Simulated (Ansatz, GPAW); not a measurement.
# Ballistic transport through biphenyl-4,4'-dithiol between two Cu chains, from relaxation to T(E), part 3 of 3

How well does biphenyl-4,4'-dithiol between two Cu chains conduct once its atoms have relaxed, and how much do cheaper levels lose?

GPAW 26.7.0 and Ansatz 0.2.0; Ansatz plane waves; relaxation of the junction with the lead ends held; PAW set soft_1 (the session's first sound run).

So far, transmission at the Fermi level (one spin): step 3 (plane-wave reference (PBE)) 0.852; step 5 (GPAW, szp: basis = "szp(dzp)", PBE, GPAW) 0.315; step 6 (minimal basis, PBE, GPAW) 0.122; step 7 (LDA in the dzp basis: xc = "LDA") 0.863; step 8 (the structure as built: geometry = "as built", PBE, GPAW) 0.0466.

### 11. Potential alignment off

Without the shift, lead and junction are matched by their Fermi levels alone.

This step: GPAW LCAO, PAW setups; Landauer transmission from Green's functions with principal layers (ASE), zero bias (GPAW 26.7.0).

run.py

```python
import json
import numpy as np
from ase import Atoms
from ase.transport.calculators import TransportCalculator
from gpaw import GPAW, FermiDirac
from gpaw.lcao.tools import get_lcao_hamiltonian
from scipy.linalg import eigh

# The junction with lead layers at both ends, along the third cell vector
device = Atoms(
    ['Cu', 'Cu', 'Cu', 'Cu', 'Cu', 'Cu', 'S', 'H', 'C', 'H', 'C', 'C', 'C', 'C', 'H', 'C', 'H', 'H', 'C', 'C', 'H', 'C', 'C', 'H', 'C', 'C', 'H', 'S', 'Cu', 'Cu', 'Cu', 'Cu', 'Cu', 'Cu'],
    positions=[
        [6.22809, 5.35267, 1.15000],
        [6.22809, 5.35267, 3.45000],
        [6.22809, 5.35267, 5.75000],
        [6.22809, 5.35267, 8.05000],
        [6.49544, 4.29895, 10.13689],
        [5.91720, 5.18198, 12.23572],
        [4.69429, 5.14560, 13.98934],
        [7.41609, 5.51690, 15.29421],
        [5.31792, 5.08218, 15.62247],
        [3.32711, 4.62378, 16.34120],
        [6.64992, 5.30782, 16.04096],
        [4.35728, 4.82421, 16.63630],
        [6.98666, 5.28834, 17.38827],
        [4.70061, 4.82382, 17.97691],
        [8.02073, 5.49973, 17.66147],
        [6.02918, 5.05576, 18.41058],
        [3.92433, 4.60253, 18.70958],
        [8.49042, 4.58475, 19.53122],
        [6.38873, 5.04957, 19.83594],
        [7.71654, 4.80700, 20.26632],
        [4.39974, 5.49726, 20.59042],
        [5.43346, 5.28043, 20.86069],
        [8.06204, 4.79976, 21.60640],
        [9.09140, 4.59183, 21.89911],
        [5.77240, 5.29114, 22.20784],
        [7.10412, 5.05881, 22.62224],
        [5.00859, 5.50056, 22.95714],
        [7.73287, 5.12156, 24.25429],
        [6.51660, 5.15609, 26.01085],
        [5.95138, 4.25494, 28.10229],
        [6.22809, 5.35267, 30.15966],
        [6.22809, 5.35267, 32.45966],
        [6.22809, 5.35267, 34.75966],
        [6.22809, 5.35267, 37.05966]],
    cell=[[12.45617, 0.0, 0.0], [0.0, 10.70535, 0.0], [0.0, 0.0, 38.20966]],
    pbc=True)

# One principal layer of the lead: the first 3 atoms of the device
lead = Atoms(
    ['Cu', 'Cu', 'Cu'],
    positions=[
        [6.22809, 5.35267, 1.15000],
        [6.22809, 5.35267, 3.45000],
        [6.22809, 5.35267, 5.75000]],
    cell=[[12.45617, 0.0, 0.0], [0.0, 10.70535, 0.0], [0.0, 0.0, 6.9]],
    pbc=True)

settings = dict(mode='lcao', basis='dzp', xc='PBE', h=0.2,
                occupations=FermiDirac(0.1), maxiter=250,
                mixer=dict(beta=0.1, nmaxold=8, weight=100.0),
                convergence=dict(density=0.0001))
energies = np.arange(-2, 2 + 1e-9, 0.025)
eta = 0.0001
n1, n2 = 1, 1
# k and -k transmit alike, so half of the mesh across the current serves
mesh = [(i, j) for i in range(n1) for j in range(n2) if (i, j) <= (-i % n1, -j % n2)]
weights = np.array([1 if (i, j) == (-i % n1, -j % n2) else 2 for i, j in mesh]) / (n1 * n2)

# [... helper functions left out ...]
fermi_lead = ground_state(lead, (1, 1, 16), 'lead.txt')
fermi_device = ground_state(device, (1, 1, 2), 'device.txt')
# [... loop over the mesh left out, but for ...]
        # Lead and device are aligned by their Fermi levels alone
        shift = 0.0
# [...]
kT = 8.617333e-5 * 300
bias = [0.1, 0.2, 0.5, 1.0, 1.5, 2.0]
# [... integrals and printing left out ...]
```

Started as:

```bash
$ OMP_NUM_THREADS=1 OPENBLAS_NUM_THREADS=1 python run.py
```

Elapsed: 2.3 min, on 1 thread of Arm Neoverse V2, shared host; peak memory 1.7 GiB.

Numbers from this step:

```yaml
conductance: 0.5911 G₀
largest_misfit_of_the_first_principal_layer: 0.03999 eV
shift_that_aligns_the_lead: 0 eV
transmission_at_the_fermi_level_one_spin: 0.7415
```

One spin. Table of transmission, zone mean by energy, zero at the Fermi level:

```csv
energy (eV),"transmission, zone mean"
-2.000,0.507
-1.900,0.855
-1.800,0.989
-1.775,0.996
-1.700,0.788
-1.650,0.984
-1.600,0.854
-1.500,0.883
-1.450,0.984
-1.400,0.0673
-1.300,0.0653
-1.200,0.00525
-1.100,0.0793
-1.000,0.168
-0.900,0.209
-0.800,0.202
-0.700,0.612
-0.600,0.358
-0.525,0.929
-0.500,0.880
-0.400,0.267
-0.300,0.184
-0.200,0.237
-0.100,0.411
-0.025,0.994
0.000,0.742
0.100,0.0731
0.200,0.0166
0.300,0.00588
0.400,0.00263
0.500,0.00136
0.600,7.9e-4
0.700,4.9e-4
0.800,3.3e-4
0.900,2.4e-4
1.000,1.8e-4
1.100,1.4e-4
1.200,1.2e-4
1.300,9.9e-5
1.400,8.8e-5
1.500,8.2e-5
1.600,7.9e-5
1.700,7.8e-5
1.800,8.1e-5
1.900,8.6e-5
2.000,9.7e-5
```

Not self-consistent under bias; the bias window is split evenly. Current through one cell, from the zero-bias transmission against bias:

| bias (V) | current through one cell, from the zero-bias transmission (μA) |
| --- | --- |
| 0.100 | 4.29 |
| 0.200 | 7.31 |
| 0.500 | 11.4 |
| 1.000 | 18.3 |
| 1.500 | 28.6 |
| 2.000 | 32.6 |

The transmission of the three most open eigenchannels by energy, zero at the Fermi level:

```csv
energy (eV),channel 1,channel 2,channel 3
-2.000,0.507,0,0
-1.900,0.855,0,0
-1.800,0.989,0,0
-1.700,0.788,1.6e-4,3.9e-9
-1.600,0.854,1.1e-5,5.6e-9
-1.500,0.883,3.3e-6,8.3e-10
-1.400,0.0652,0.00207,6.2e-11
-1.300,0.0652,7.1e-5,1.2e-6
-1.200,0.00431,9.4e-4,7.6e-6
-1.100,0.0787,6.1e-4,1.5e-5
-1.000,0.168,9.6e-5,9.6e-6
-0.900,0.209,1.8e-5,6.7e-6
-0.800,0.202,1.7e-4,5.5e-5
-0.700,0.611,7.4e-5,3.3e-6
-0.600,0.358,6.2e-5,1.2e-6
-0.500,0.880,7.7e-6,5.0e-7
-0.400,0.267,5.1e-7,3.5e-8
-0.300,0.184,8.1e-8,1.0e-8
-0.200,0.237,1.0e-8,1.4e-9
-0.100,0.411,0,0
0.000,0.742,0,0
0.100,0.0731,0,0
0.200,0.0166,0,0
0.300,0.00588,0,0
0.400,0.00263,0,0
0.500,0.00136,0,0
0.600,7.9e-4,0,0
0.700,4.9e-4,0,0
0.800,3.3e-4,0,0
0.900,2.4e-4,0,0
1.000,1.8e-4,0,0
1.100,1.4e-4,0,0
1.200,1.2e-4,0,0
1.300,9.9e-5,0,0
```

The conductance, 0.591 G₀, lies 0.5 % below that of the dzp run.

### 12. What came out

| Property | Result |
| --- | --- |
| conductance | 0.594 G₀ |
| transmission at the Fermi level, mean of the spins | 0.748 |
| open channels of the lead there | 1 |

In words: In the dzp basis the junction conducts 0.594 G₀ at 300 K, with T = 0.748 a spin at the Fermi level; no smaller basis tried comes within 10 % of that conductance. Relaxation moved atoms by up to 1.4 Å and took the conductance from 0.0717 to 0.594 G₀, as a ratio a larger change than the step from dzp to the minimal basis. The conductance differs from T at the Fermi level because it averages T(E) over the thermal window, about 0.09 eV wide, in which T changes. Plane waves (PBE) give T = 0.852 there. The scatterer reflects about 25 % of the incoming channels at the Fermi level. At the Fermi level one eigenchannel carries the current (0.75). Measured against the first run (pw-pbe), the nearest curve is that of dzp (r.m.s. 0.11) and the farthest that of asbuilt (0.38). Over the compared runs wall time goes from 79 s (sz) to 14794 s (pw-pbe), on a shared host; the plane-wave run used 4 threads and the orbital runs 1. The leads kept an estimated spacing and the cell its length, so the junction may be under some tension or compression. Semilocal functionals put molecular levels too near the Fermi level, so such conductances usually come out too high, and chain electrodes have a sharper density of states than real ones. Energies count from the junction cell's Fermi level; in the run with T = 0.748 there, the aligned lead's own level lies at -0.014 eV, where T interpolates to 0.881; the finite cell leaves the answer open by at least that much. An evenly spaced straight chain is an idealisation: free chains tend to dimerise, zigzag or, where a band edge lies near the Fermi level, turn magnetic. The currents use the zero-bias T(E) throughout, which holds only while the bias is small against the distance to the nearest feature. Within about eight thermal energies of the Fermi level ln T(E) bends sharply from one computed energy to the next, or the lead's channel count changes, so the thermal averages, above all the thermopower, rest on an interpolation that may be rough.

[Logs are printed without paths, hosts, clocks, repeated set-up lines and the standing remarks that a program may print on its own settings, such as how far it seeks lower states.]

[Hosts, paths, dates, database ids (printed as entryN), source tags and the programs' standing remarks are cut or masked in the printed files.]
